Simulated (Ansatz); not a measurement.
# What PbO (model cell, started as layered BN type) distorts into, part 2 of 3

Which phase does PbO (model cell, started as layered BN type) fall into along its unstable mode, and how much energy does it gain?

Ansatz 0.2.0; DFT PBEsol, scalar-relativistic, plane waves, PAW; PAW set soft_1.

So far, highest frequency on the path or at a solved wavevector (cm⁻¹): step 2 (response at finite wavevector) 356. Also lowest frequency on the path (cm⁻¹): step 2 -205.

The structure was built from a prototype and need not be the compound's stable phase.

### Step 6. Relaxation from the frozen mode

Starting from the lowest point found, all atoms and the cell are let go, so that strain and other modes of the same symmetry can join in.

The input, input.yaml:

```yaml
crystal:
  lattice:
    - [4.2392552545, 2.9652e-06, 0.0]
    - [-2.1196301952, 3.671301261, 0.0]
    - [0.0, 0.0, 5.2432298645]
  atoms:
    - { symbol: Pb, position: [0.3333333333, 0.6666666667, 0.2468254784] }
    - { symbol: Pb, position: [0.6666666667, 0.3333333333, 0.7531745216] }
    - { symbol: O, position: [0.6666666667, 0.3333333333, 0.1889689164] }
    - { symbol: O, position: [0.3333333333, 0.6666666667, 0.8110310836] }
kpoints:
  mp_grid: { grid: [9, 9, 4] }
hamiltonian:
  xc: pbesol
  pseudopotentials: { kind: paw, azcp: { folder: soft_1 }, xc_functional: pbe }
scf:
  occupations: { method: fixed }
output:
  forces: true
  stress: true
  eigenvalues: true
  write_density: true
  write_potential: true
  elf: true
  volumetric_format: npy
relax:
  adjacent_minimum: "off"
  f_tol: 0.002
  max_steps: 120
  cell: { stress_tol: 0.03 }
```

Run with:

```bash
> ansatz run input.yaml --threads 4 --pin off --max-ram 10240MiB --backend cpu --events-out ev --progress --plain --runs-dir out
```

Numbers of over 12 decimals in the logs are rounded to 6 here.

What it wrote:

```text
[...]
Crystal: 4 atoms, lattice volume = 81.603 Å³
Basis set: ecut = 420 eV, 1595 PW (Γ), exchange–correlation on 60×60×72 points (8 copies of the dense FFT grid, shifted against one another)
Bands: 24, of which v1, the nominal top of the filled ones, is band 20 counted from 1 (19 counted from 0)
Symmetry: 12 space group operations
[...]
k-points: 43 of 324
[...]
SCF iter   1: F=—  HF=-24635.070185 eV  |F-HF|=—  |Δ(HF+E_count)|=         —  Δρ=3.59e-2  dr2=1.57e0  ethr=3.10e-3  ⟨swp⟩=5.0  Hψ=3856  notcnv=0  defer=78
[...]
SCF iter   8: F=-24634.705582 eV  HF=-24634.705582 eV  |F-HF|=3.22e-8  |Δ(HF+E_count)|=   2.09e-6  Δρ=7.38e-6  dr2=5.52e-8  ethr=2.50e-10  ⟨swp⟩=13.8  Hψ=9921  notcnv=0
SCF 1 converged in 8 iterations: F = -24634.705582 eV  dr2 = 5.52e-8
  Residual-converged pass: ⟨swp⟩=1.0  Hψ=1206  notcnv=0  max |occ|·‖R‖ = 7.0e-9 eV (tolerance 1.0e-8 eV)  dr2=5.52e-8  dr2_onsite=5.00e-9  max |Δocc| = 0.0e0
[...]
relax step   1: F+E_penalty+E_count = -24634.70558156 eV  Δ(F+E_penalty+E_count) = +0.000e0 eV  max|allowed force component| = 1.908e-1 eV/Å  Δτ_max = 0.0000 Å  P = +0.760 GPa  Ω = 81.603 Å³  (8 SCF iters, dr2 threshold 1.00e-7 eV, accepted)
Crystal: 4 atoms, lattice volume = 84.166 Å³
Basis set: ecut = 420 eV, 1633 PW (Γ), exchange–correlation on 60×60×72 points (8 copies of the dense FFT grid, shifted against one another)
[...]
iter 1 solved again at ethr=3.11e-5 eV; its pass at ethr=3.10e-3 eV (dr2=1.25e-2 eV) is discarded
[...]
SCF iter   6: F=-24634.834209 eV  HF=-24634.834208 eV  |F-HF|=4.44e-7  |Δ(HF+E_count)|=   4.83e-6  Δρ=1.24e-5  dr2=2.41e-7  ethr=1.00e-9  ⟨swp⟩=12.8  Hψ=10073  notcnv=0
SCF 2 converged in 6 iterations: F = -24634.834209 eV  dr2 = 2.41e-7
[...]
relax step   2: F+E_penalty+E_count = -24634.83420856 eV  Δ(F+E_penalty+E_count) = -1.286e-1 eV  max|allowed force component| = 2.886e-1 eV/Å  Δτ_max = 0.0721 Å  P = -0.775 GPa  Ω = 84.166 Å³  energy of the carried Pulay correction = -3.195e-3 eV  (6 SCF iters, dr2 threshold 4.00e-7 eV, accepted)
Crystal: 4 atoms, lattice volume = 82.040 Å³
Basis set: ecut = 420 eV, 1639 PW (Γ), exchange–correlation on 60×60×72 points (8 copies of the dense FFT grid, shifted against one another)
[...]
SCF iter   7: F=-24634.913247 eV  HF=-24634.913247 eV  |F-HF|=2.80e-7  |Δ(HF+E_count)|=   3.40e-6  Δρ=1.38e-5  dr2=2.21e-7  ethr=1.00e-9  ⟨swp⟩=14.9  Hψ=10714  notcnv=0
SCF 3 converged in 7 iterations: F = -24634.913247 eV  dr2 = 2.21e-7
[...]
relax step   3: F+E_penalty+E_count = -24634.91324717 eV  Δ(F+E_penalty+E_count) = -7.904e-2 eV  max|allowed force component| = 5.485e-1 eV/Å  Δτ_max = 0.1958 Å  P = -0.216 GPa  Ω = 82.040 Å³  energy of the carried Pulay correction = -5.507e-4 eV  (7 SCF iters, dr2 threshold 4.00e-7 eV, accepted)
[... from here on, the SCF cycles and remarks between the steps are left out ...]
relax step   4: F+E_penalty+E_count = -24634.94769557 eV  Δ(F+E_penalty+E_count) = -3.445e-2 eV  max|allowed force component| = 7.451e-1 eV/Å  Δτ_max = 0.0847 Å  P = +3.745 GPa  Ω = 81.532 Å³  energy of the carried Pulay correction = +9.081e-5 eV  (7 SCF iters, dr2 threshold 4.00e-7 eV, accepted)
relax step   5: F+E_penalty+E_count = -24634.98647807 eV  Δ(F+E_penalty+E_count) = -3.878e-2 eV  max|allowed force component| = 3.003e-2 eV/Å  Δτ_max = 0.0273 Å  P = +0.122 GPa  Ω = 83.588 Å³  energy of the carried Pulay correction = -2.482e-3 eV  (6 SCF iters, dr2 threshold 4.00e-7 eV, accepted)
relax step   6: F+E_penalty+E_count = -24634.98966521 eV  Δ(F+E_penalty+E_count) = -3.187e-3 eV  max|allowed force component| = 2.877e-2 eV/Å  Δτ_max = 0.0161 Å  P = -0.266 GPa  Ω = 84.419 Å³  energy of the carried Pulay correction = -3.505e-3 eV  (6 SCF iters, dr2 threshold 4.00e-7 eV, accepted)
relax step   7: F+E_penalty+E_count = -24634.99138401 eV  Δ(F+E_penalty+E_count) = -1.719e-3 eV  max|allowed force component| = 9.260e-3 eV/Å  Δτ_max = 0.0082 Å  P = +0.042 GPa  Ω = 83.776 Å³  energy of the carried Pulay correction = -2.715e-3 eV  (6 SCF iters, dr2 threshold 2.45e-7 eV, accepted)
relax step   8: F+E_penalty+E_count = -24634.99136142 eV  Δ(F+E_penalty+E_count) = +2.258e-5 eV  max|allowed force component| = 8.995e-4 eV/Å  Δτ_max = 0.0008 Å  P = -0.002 GPa  Ω = 83.806 Å³  energy of the carried Pulay correction = -2.751e-3 eV  (4 SCF iters, dr2 threshold 1.63e-8 eV, accepted)
relax step   9: F+E_penalty+E_count = -24635.02899558 eV  Δ(F+E_penalty+E_count) = -3.763e-2 eV  max|allowed force component| = 9.413e-3 eV/Å  Δτ_max = 0.0000 Å  P = +0.531 GPa  Ω = 83.806 Å³  stress off target by 1.51e0 GPa  SCF on the basis re-selected at this cell (its energy is not comparable with the rows above)  (8 SCF iters)
relax step  10: F+E_penalty+E_count = -24635.04139896 eV  Δ(F+E_penalty+E_count) = -1.240e-2 eV  max|allowed force component| = 1.752e-2 eV/Å  Δτ_max = 0.0213 Å  P = +0.288 GPa  Ω = 85.136 Å³  energy of the carried Pulay correction = -1.795e-3 eV  (6 SCF iters, dr2 threshold 4.00e-7 eV, accepted)
relax step  11: F+E_penalty+E_count = -24635.04414515 eV  Δ(F+E_penalty+E_count) = -2.746e-3 eV  max|allowed force component| = 1.737e-3 eV/Å  Δτ_max = 0.0252 Å  P = +0.037 GPa  Ω = 86.947 Å³  energy of the carried Pulay correction = -4.575e-3 eV  (6 SCF iters, dr2 threshold 4.00e-7 eV, accepted)
relax step  12: F+E_penalty+E_count = -24635.04290261 eV  Δ(F+E_penalty+E_count) = +1.243e-3 eV  max|allowed force component| = 1.296e-2 eV/Å  Δτ_max = 0.0100 Å  P = -0.033 GPa  Ω = 87.676 Å³  energy of the carried Pulay correction = -5.818e-3 eV  (6 SCF iters, dr2 threshold 2.55e-8 eV, accepted)
relax step  13: F+E_penalty+E_count = -24635.04362045 eV  Δ(F+E_penalty+E_count) = -7.178e-4 eV  max|allowed force component| = 6.162e-4 eV/Å  Δτ_max = 0.0048 Å  P = -0.009 GPa  Ω = 87.333 Å³  energy of the carried Pulay correction = -5.227e-3 eV  (6 SCF iters, dr2 threshold 1.05e-8 eV, accepted)
relax step  14: F+E_penalty+E_count = -24635.05146097 eV  Δ(F+E_penalty+E_count) = -7.841e-3 eV  max|allowed force component| = 1.692e-3 eV/Å  Δτ_max = 0.0000 Å  P = +0.039 GPa  Ω = 87.333 Å³  stress off target by 1.89e-1 GPa  SCF on the basis re-selected at this cell (its energy is not comparable with the rows above)  (7 SCF iters)
relax step  15: F+E_penalty+E_count = -24635.05113143 eV  Δ(F+E_penalty+E_count) = +3.295e-4 eV  max|allowed force component| = 1.779e-2 eV/Å  Δτ_max = 0.0089 Å  P = -0.071 GPa  Ω = 88.009 Å³  energy of the carried Pulay correction = -8.305e-4 eV  (6 SCF iters, dr2 threshold 8.97e-8 eV, accepted)
relax step  16: F+E_penalty+E_count = -24635.05105548 eV  Δ(F+E_penalty+E_count) = +7.596e-5 eV  max|allowed force component| = 3.080e-2 eV/Å  Δτ_max = 0.0046 Å  P = +0.148 GPa  Ω = 88.040 Å³  energy of the carried Pulay correction = -8.787e-4 eV  (6 SCF iters, dr2 threshold 2.83e-8 eV, rejected (line search))
relax step  17: F+E_penalty+E_count = -24635.05116385 eV  Δ(F+E_penalty+E_count) = -3.242e-5 eV  max|allowed force component| = 7.041e-4 eV/Å  Δτ_max = 0.0020 Å  P = +0.002 GPa  Ω = 88.044 Å³  energy of the carried Pulay correction = -8.782e-4 eV  (8 SCF iters, accepted)
[...]
SCF iter   6: F=-24635.052118 eV  HF=-24635.052118 eV  |F-HF|=1.82e-11  |Δ(HF+E_count)|=    0.00e0  Δρ=2.83e-8  dr2=1.59e-12  ethr=1.00e-12  ⟨swp⟩=10.3  Hψ=6158  notcnv=0
SCF 18 converged in 6 iterations: F = -24635.052118 eV  dr2 = 1.59e-12
relax step  18: F+E_penalty+E_count = -24635.05211787 eV  Δ(F+E_penalty+E_count) = -9.540e-4 eV  max|allowed force component| = 8.728e-4 eV/Å  Δτ_max = 0.0000 Å  P = +0.006 GPa  Ω = 88.044 Å³  stress off target by 2.78e-2 GPa  SCF on the basis re-selected at this cell (its energy is not comparable with the rows above)  (6 SCF iters)
[...]
SCF converged after 6 iterations
Free energy (F): -24635.052118 eV
[...]
Internal energy: -24635.052118 eV  (E = F + TS)
E sigma→0 (E₀):  -24635.052118 eV
Fermi energy:    7.063457 eV
[...]
--- Forces (eV/Å), atoms counted from 1 ---
  atom   1  Pb     0.00000000     0.00000000    -0.00087283
  atom   2  Pb     0.00000000    -0.00000000     0.00087283
  atom   3  O      0.00000000    -0.00000000     0.00026264
  atom   4  O     -0.00000000     0.00000000    -0.00026264
  max |Σ_I F_I| component: 9.25e-17 eV/Å
--- Stress (GPa, compression-positive) ---
       -0.004565       0.000000       0.000000
        0.000000      -0.004565       0.000000
        0.000000       0.000000       0.027819
  P = ⅓ Tr σ = 0.0062 GPa (0.062 kbar)
--- Band table (eV; the first three rows and the last of 43) ---
  k-point 0: bands = [... 16 lower, 4.3207, 5.4195, 5.4195, 7.0635, 10.2281, 12.6187, 12.6187, 13.5263]
  k-point 1: bands = [... 16 lower, 4.3327, 5.4133, 5.4133, 6.7826, 9.8986, 12.4820, 12.4820, 13.0924]
  k-point 2: bands = [... 16 lower, 4.3452, 5.4071, 5.4071, 6.3292, 9.6778, 12.3668, 12.3668, 12.8082]
  k-point 42: bands = [... 16 lower, 5.1010, 5.1010, 6.5261, 6.5261, 9.9897, 10.5845, 10.5845, 11.7533]
--- Relaxed structure (15 steps of the walk, 14 accepted, 3 SCFs on fresh bases) ---
  F+E_penalty+E_count = -24635.05211787 eV   max|allowed force component| = 8.728e-4 eV/Å   (the final SCF, on the basis selected at the relaxed cell)
  cell:  # Å, volume = 88.0437 Å³
    - [3.999518, 2.7975187516482147e-6, 8.455716261783284e-17]
    - [-1.999761, 3.463682, -4.227858130891642e-17]
    - [1.045826716425618e-16, 0, 6.355537]
  atoms:
    - { symbol: Pb, position: [0.333333, 0.666667, 0.223375] }
    - { symbol: Pb, position: [0.666667, 0.333333, 0.776625] }
    - { symbol: O, position: [0.666667, 0.333333, 0.130534] }
    - { symbol: O, position: [0.333333, 0.666667, 0.869466] }
```

Elapsed: 25 s, on 4 threads of Arm Neoverse V1, shared host; peak memory 0.42 GiB.

Step by step:

```
step  energy less that of the first step (eV)  largest force component (eV/Å)  pressure (GPa)  volume (Å³)
   1                                   0.0000                          0.1908            0.76        81.60
   2                                  -0.1286                          0.2886           -0.77        84.17
   3                                  -0.2077                          0.5485           -0.22        82.04
   4                                  -0.2421                          0.7451            3.75        81.53
   5                                  -0.2809                          0.0300            0.12        83.59
   6                                  -0.2841                          0.0288           -0.27        84.42
   7                                  -0.2858                          0.0093            0.04        83.78
   8                                  -0.2858                          0.0009            0.00        83.81
  9*                                  -0.3234                          0.0094            0.53        83.81
  10                                  -0.3358                          0.0175            0.29        85.14
  11                                  -0.3386                          0.0017            0.04        86.95
  12                                  -0.3373                          0.0130           -0.03        87.68
  13                                  -0.3380                          0.0006           -0.01        87.33
 14*                                  -0.3459                          0.0017            0.04        87.33
  15                                  -0.3455                          0.0178           -0.07        88.01
  16                                  -0.3455                          0.0308            0.15        88.04
  17                                  -0.3456                          0.0007            0.00        88.04
 18*                                  -0.3465                          0.0009            0.01        88.04
```

Relaxation steps marked * repeat the geometry before them on a plane-wave basis chosen anew for their cell, so energy and pressure can jump there. Relaxation step 16 was tried and not accepted.

Forces are held to the 12 operations that the run works with; a distortion that breaks them can't arise in this run.

```
     cell as run  before  after   change
           a (Å)   4.239  4.000   -5.7 %
           b (Å)   4.239  4.000   -5.7 %
           c (Å)   5.243  6.356  +21.2 %
volume (Å³/atom)   20.40  22.01   +7.9 %
```

The atoms that moved most (Å, as changes of fractional coordinates times the final cell):

```
atom     dx     dy      dz  length
  O4  0.000  0.000   0.371   0.371
  O3  0.000  0.000  -0.371   0.371
 Pb1  0.000  0.000  -0.149   0.149
 Pb2  0.000  0.000   0.149   0.149
```

Final coordinates:

```xyz
4
Lattice="3.9995 0.0000 0.0000 -1.9998 3.4637 0.0000 0.0000 0.0000 6.3555" Properties=species:S:1:pos:R:3 pbc="T T T"
Pb    0.0000    2.3091    1.4197
Pb    1.9998    1.1546    4.9359
O     1.9998    1.1546    0.8296
O     0.0000    2.3091    5.5259
```

Numbers from this step:

```yaml
pressure: 0.006230 GPa
gap_on_the_k_mesh: 1.386 eV
volume_per_atom: 22.01 Å³
```

Valence density in the ac plane at fractional y = 0.333, with atoms of Pb and O within 0.2 Å of it. It is the smooth field of the valence electrons, not physical close to the nuclei.

Ten even steps from '_' (0.0 e/Å³) to '@' (7.6 e/Å³), each cell a mean:
```
____________________________
________________......______
______________..--==--::____
____________..--**####==..__
____________..==##@@%%++::__
____________..--**%%##==..__
______________::--====::..__
________________........____
____________________________
____________________________
____________________________
____________________________
____________________________
____________________________
____________________________
____________________________
________________......______
______________..--++==::____
______________::**@@%%--____
______________::++%%**--____
______________..::----..____
__________________....______
```
Columns run along a (4.0 Å), rows up along c (6.4 Å). Atoms in or near the plane, at fractional coordinates: Pb at (0.67, 0.78), O at (0.67, 0.13).

Electrostatic potential energy in the ac plane at fractional y = 0.333, with atoms of Pb and O within 0.2 Å of it. With pseudopotentials it is smooth inside the atoms' cores, unlike the true potential.

Values in eV, 22 rows by 14 columns, each cell a mean:
```
 11  11  11  11  11  10   8   5   2   0   1   4   7   9
 10  11  11  11  10   8   5  -4 -14 -19 -17  -8   2   7
  9  11  11  11  10   6  -3 -24 -33 -34 -34 -28 -10   3
  8  10  11  11   9   3 -12 -33 -33 -30 -31 -34 -21  -2
  7  10  11  11   8   1 -17 -34 -30 -26 -28 -33 -26  -4
  7  10  11  10   8   3 -13 -33 -32 -29 -30 -34 -22  -2
  8  10  11  11   9   5  -4 -25 -33 -33 -33 -29 -11   2
  9  10  11  11  10   8   4  -6 -16 -22 -19 -10   1   6
 10  11  11  11  10   9   8   5   2  -1   1   4   7   9
 11  11  11  11  11  10  10   9   8   8   8   9  10  10
 11  11  11  11  11  11  11  10  10  10  10  10  11  11
 11  11  10  11  11  11  11  11  11  11  11  11  11  11
 10  10  10  10  10  11  11  11  12  12  12  11  11  11
  9   8   8   8   9  10  11  11  12  12  12  12  11  10
  8   6   6   6   7   9  10  11  12  12  12  12  11  10
  6   4   3   3   5   8  10  11  11  11  11  11  11   9
  6   3   1   1   4   7   9   9   2  -6  -2   7  10   9
  6   3   1   2   5   8   9  -1 -20 -28 -25  -9   8   9
  7   5   4   4   6   9   9 -11 -30 -34 -33 -20   5   9
  9   7   7   7   8  10  10  -8 -27 -34 -31 -17   6  10
 10  10   9   9  10  11  10   4 -12 -21 -17  -1  10  11
 11  11  11  11  11  11  10   9   5   1   3   8  10  11
```
Columns run along a (4.0 Å; values clipped at the 3rd and 97th percentile), rows up along c (6.4 Å). Atoms in or near the plane, at fractional coordinates: Pb at (0.67, 0.78), O at (0.67, 0.13).

ELF in the ac plane at fractional y = 0.333, with atoms of Pb and O within 0.2 Å of it. It is the smooth field of the valence electrons, not physical close to the nuclei.

Ten even steps from '0' (0.01) to '9' (0.80), each cell a mean:
```
01221012232210
12432113333321
13442134323442
12432244101343
11221353000254
21111354100354
21001455423554
20001456666665
10001466666665
00000146777652
00000013455320
01221000010000
23442100000000
35654200000001
35554211232111
34553214677521
24543237999842
23432259999973
12321269857984
11111269867984
00000148999962
00100025788631
```
Columns run along a (4.0 Å), rows up along c (6.4 Å). Atoms in or near the plane, at fractional coordinates: Pb at (0.67, 0.78), O at (0.67, 0.13).

The distorted start has space group P-3m1; the relaxation ends in P-3m1.

### Step 7. The new phase in its own primitive cell

The relaxed structure is symmetrised, reduced to its primitive cell and relaxed tightly, as its phonons need.

input.yaml, the sections that differ from step 6:

```yaml
crystal:
  lattice:
    - [3.9995175962, 0.0, 0.0]
    - [-1.9997587981, 3.4636838411, 0.0]
    - [0.0, 0.0, 6.3555374276]
  atoms:
    - { symbol: Pb, position: [0.3333333333, 0.6666666667, 0.2233751569] }
    - { symbol: Pb, position: [0.6666666667, 0.3333333333, 0.7766248431] }
    - { symbol: O, position: [0.6666666667, 0.3333333333, 0.1305338044] }
    - { symbol: O, position: [0.3333333333, 0.6666666667, 0.8694661956] }
output:
  forces: true
  stress: true
  eigenvalues: true
relax:
  adjacent_minimum: "off"
  f_tol: 0.001
  max_steps: 60
  cell: { stress_tol: 0.01 }
# kpoints, hamiltonian, scf: as in step 6
```

What it wrote:

```text
[...]
Crystal: 4 atoms, lattice volume = 88.044 Å³
Basis set: ecut = 420 eV, 1725 PW (Γ), exchange–correlation on 54×54×90 points (8 copies of the dense FFT grid, shifted against one another)
Bands: 24, of which v1, the nominal top of the filled ones, is band 20 counted from 1 (19 counted from 0)
Symmetry: 12 space group operations
[...]
k-points: 43 of 324
[...]
cell:  # Å, volume = 88.1713 Å³
    - [3.999013, 0, 7.0013817547159045e-19]
    - [-1.999506, 3.463247, -3.5006908773579084e-19]
    - [1.1125727720233577e-18, 0, 6.366361]
  atoms:
    - { symbol: Pb, position: [0.333333, 0.666667, 0.223027] }
    - { symbol: Pb, position: [0.666667, 0.333333, 0.776973] }
    - { symbol: O, position: [0.666667, 0.333333, 0.130289] }
    - { symbol: O, position: [0.333333, 0.666667, 0.869711] }
[key lines of the parts left out:]
SCF converged after 6 iterations
Free energy (F): -24635.052104 eV
Fermi energy:    7.046395 eV
P = ⅓ Tr σ = 0.0036 GPa (0.036 kbar)
```

Run time: 6.5 s. Hardware: 4 threads; peak memory 0.4 GiB.

The steps of the relaxation:

```
step  energy less that of the first step (eV)  largest force component (eV/Å)  pressure (GPa)  volume (Å³)
   1                                   0.0000                          0.0008            0.01        88.04
   2                                   0.0001                          0.0017            0.01        88.11
   3                                   0.0002                          0.0021           -0.01        88.18
   4                                   0.0001                          0.0006            0.00        88.17
  5*                                   0.0000                          0.0005            0.00        88.17
```

Relaxation steps marked * repeat the geometry before them on a plane-wave basis chosen anew for their cell, so energy and pressure can jump there.

The run keeps the 12 symmetry operations that it works with, so distortions that break them were not tested.

```
conventional cell, symmetrised  before  after  change
                         a (Å)   4.000  3.999  -0.0 %
                         b (Å)   4.000  3.999  -0.0 %
                         c (Å)   6.356  6.366  +0.2 %
              volume (Å³/atom)   22.01  22.04  +0.1 %
```

This step gave:

```yaml
pressure: 0.003571 GPa
gap_on_the_k_mesh: 1.392 eV
volume_per_atom: 22.04 Å³
direct_gap_on_mesh: 1.615 eV
```

The largest force component left is 0.53 meV/Å and the pressure is 0.004 GPa, within the tolerances set. The cell now holds 22.04 Å³/atom.

(Part 2 of 3 ends here.)

[Logs are printed without paths, hosts, clocks, repeated set-up lines and the standing remarks that a program may print on its own settings, such as how far it seeks lower states.]

[Hosts, paths, dates, database ids (printed as entryN), source tags and the programs' standing remarks are cut or masked in the printed files.]
